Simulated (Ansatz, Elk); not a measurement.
# AgPb2: X-ray structure factors from the self-consistent density, part 2 of 2

Structure refinements treat a crystal as free atoms side by side. For a made-up structure of AgPb2 (cell and positions from a PBEsol relaxation) the runs below show what the calculated density changes in F(hkl).

Elk 11.2.3 (patched build); all-electron DFT.

So far: The structure; Ground state and structure factors; The highest occupied states alone.

The structure was built from a prototype and need not be the compound's stable phase.

**4. Another functional**

Level of this step: DFT, PBEsol, all-electron APW+lo, Dirac cores, scalar-relativistic bands, static density, no spin (Elk).

The difference from free atoms is small, so it is set against the change that PBEsol makes.

The input, elk.in:

```
tasks
  0
  195

xctype
  22

spinpol
  .false.

rgkmax
  7.0

gmaxvr
  14.0

lmaxo
  7

lmaxapw
  8

swidth
  0.002

tshift
  .false.

ramdisk
  .false.

hmaxvr
  5.5

maxscl
  120

epspot
  1e-06

sppath
  './'

avec
  -3.18099896177 3.18099896177 12.59357917541
  3.18099896177 -3.18099896177 12.59357917541
  3.18099896177 3.18099896177 -12.59357917541

atoms
  2
  'Pb.in'
  2
  0.6462070674 0.6462070674 0.0000000000   0.000000 0.000000 0.000000
  0.3537929326 0.3537929326 0.0000000000   0.000000 0.000000 0.000000
  'Ag.in'
  1
  -0.0000000000 -0.0000000000 -0.0000000000   0.000000 0.000000 0.000000

ngridk
  9 9 9
```

Launch:

```
OMP_NUM_THREADS=4 elk
```

Numbers of over 12 decimals in the logs are rounded to 6 here.

Output:

```text
┌─────────────────────────┐
│ Elk code version 11.2.3 │
└─────────────────────────┘

All units are atomic (Hartree, Bohr, etc.)

┌─────────────────────────────────────────────────┐
│ Ground-state run starting from atomic densities │
└─────────────────────────────────────────────────┘

Lattice vectors :
  -3.180998962       3.180998962       12.59357918
   3.180998962      -3.180998962       12.59357918
   3.180998962       3.180998962      -12.59357918

Reciprocal lattice vectors :
  0.1226649711E-16  0.9876119708      0.2494598724
[...]
atom 2                    :    80.37259728     (  0.1194366327E-02)
  species : 2 (Ag)
   atom 1                    :    45.90949686     ( -0.3322725455E-06)
 total in muffin-tins        :    206.6546914
 total calculated charge     :    210.9971404
 total charge                :    211.0000000
 error                       :   0.2859567799E-02

┌──────────────────────────────┐
│ Self-consistent loop stopped │
└──────────────────────────────┘

Warning : the lowest level lies among the core levels :   -3.158701899      -2.538239975

Warning : core states of species 1 leak from the muffin-tin :   0.1194366327E-02

Wrote STATE.OUT
[key lines of the parts left out:]
total energy                :     -47160.874549747
```

Elapsed: 38 s, on 4 threads of Arm Neoverse V1, shared host; peak memory 0.19 GiB.

Against the first run R = 0.01 %; the largest change is -0.021 at 103.

**5. Basis size**

A smaller basis shows how fast F responds to it; the change is likely larger than the basis error of the first run, but doesn't show convergence.

Edit elk.in of step 4 so:

```diff
@@ -5,3 +5,3 @@
 xctype
-  22
+  20
 
@@ -11,3 +11,3 @@
 rgkmax
-  7.0
+  5.5
```

Launch:

```
OMP_NUM_THREADS=4 elk
```

Output:

```text
┌─────────────────────────┐
│ Elk code version 11.2.3 │
└─────────────────────────┘

All units are atomic (Hartree, Bohr, etc.)

┌─────────────────────────────────────────────────┐
│ Ground-state run starting from atomic densities │
└─────────────────────────────────────────────────┘

Lattice vectors :
  -3.180998962       3.180998962       12.59357918
   3.180998962      -3.180998962       12.59357918
   3.180998962       3.180998962      -12.59357918

Reciprocal lattice vectors :
  0.1226649711E-16  0.9876119708      0.2494598724
[...]
atom 2                    :    80.33980499     (  0.1194580756E-02)
  species : 2 (Ag)
   atom 1                    :    45.82622731     ( -0.3322702220E-06)
 total in muffin-tins        :    206.5058373
 total calculated charge     :    210.9972310
 total charge                :    211.0000000
 error                       :   0.2769025428E-02

┌──────────────────────────────┐
│ Self-consistent loop stopped │
└──────────────────────────────┘

Warning : the lowest level lies among the core levels :   -3.175840097      -2.547255640

Warning : core states of species 1 leak from the muffin-tin :   0.1194580756E-02

Wrote STATE.OUT
[key lines of the parts left out:]
total energy                :     -47174.414829472
```

The job ended after 36 s (4 threads; peak memory 0.18 GiB).

Against the first run R = 0.01 %; the largest change is +0.100 at 200.

**6. Basis size**

The basis and the expansions that go with it are enlarged, to see whether the differences are converged.

Edit elk.in of step 5 so:

```diff
@@ -11,12 +11,12 @@
 rgkmax
-  5.5
+  8.5
 
 gmaxvr
-  14.0
+  18.0
 
 lmaxo
-  7
+  9
 
 lmaxapw
-  8
+  10
```

Launch:

```
OMP_NUM_THREADS=4 elk
```

Output:

```text
┌─────────────────────────┐
│ Elk code version 11.2.3 │
└─────────────────────────┘

All units are atomic (Hartree, Bohr, etc.)

┌─────────────────────────────────────────────────┐
│ Ground-state run starting from atomic densities │
└─────────────────────────────────────────────────┘

Lattice vectors :
  -3.180998962       3.180998962       12.59357918
   3.180998962      -3.180998962       12.59357918
   3.180998962       3.180998962      -12.59357918

Reciprocal lattice vectors :
  0.1226649711E-16  0.9876119708      0.2494598724
[...]
atom 2                    :    80.38285705     (  0.1187265116E-02)
  species : 2 (Ag)
   atom 1                    :    45.93812504     ( -0.3322766027E-06)
 total in muffin-tins        :    206.7038391
 total calculated charge     :    210.9975736
 total charge                :    211.0000000
 error                       :   0.2426360909E-02

┌──────────────────────────────┐
│ Self-consistent loop stopped │
└──────────────────────────────┘

Warning : the lowest level lies among the core levels :   -3.141602984      -2.521918405

Warning : core states of species 1 leak from the muffin-tin :   0.1187265116E-02

Wrote STATE.OUT
[key lines of the parts left out:]
total energy                :     -47174.626470760
```

It took 88 s on 4 threads; peak memory 0.36 GiB; 4.3 min of CPU time.

Against the first run R = 0.00 %; the largest change is -0.014 at 213.

**7. Settings against the effect**

| run | R against the first run (%) | R against neutral atoms, low angle (%) | wall time |
| --- | --- | --- | --- |
| PBE, rgkmax 7 | 0.00 | 0.22 | 40 s |
| PBEsol | 0.01 | 0.24 | 38 s |
| rgkmax 5.5 | 0.01 | 0.23 | 36 s |
| rgkmax 8.5 with larger expansions | 0.00 | 0.22 | 88 s |

**8. Outcome**

| Property | Result |
| --- | --- |
| R against neutral atoms, sin θ/λ < 0.3 Å⁻¹ | 0.22 % |
| R against neutral atoms, 0.3 to 0.83 Å⁻¹ | 0.09 % |

In words: Independent neutral atoms miss the calculated amplitudes by R = 0.22 % below 0.3 Å⁻¹ and 0.09 % from there to 0.83 Å⁻¹; by shells, 0.84 % below 0.15 Å⁻¹ (1 form), 0.22 % 0.15 to 0.3 (9 forms), 0.07 % 0.3 to 0.45 (20 forms), 0.09 % above 0.45 (109 forms). Bonding, aspherical density and the tables' own atoms all enter these figures, and the runs don't part them. The largest change of an amplitude is -0.40 electrons, at 110. Weak lines can change much in proportion: 112 goes from 1.13 to 0.91. The window's part falls from 19.0 electrons at the origin to at most 0.40 between 0.45 and 0.83 Å⁻¹. Below 0.3 Å⁻¹ the changes that finished (PBEsol, rgkmax 5.5 and rgkmax 8.5 with larger expansions) move F by R = 0.03 % at most, against the 0.22 % that separates it from free atoms. The k-mesh has no finished test. These runs have no spin, though d or f shells may be open. Spin-orbit coupling is left out, which can matter for elements this heavy. Part of the difference isn't bonding: the tables are fits to free atoms and ions calculated by other methods than this functional. Thermal motion, anomalous dispersion and extinction are left out.

[Logs are printed without paths, hosts, clocks, repeated set-up lines and the standing remarks that a program may print on its own settings, such as how far it seeks lower states.]

[Hosts, paths, dates, database ids (printed as entryN), source tags and the programs' standing remarks are cut or masked in the printed files.]
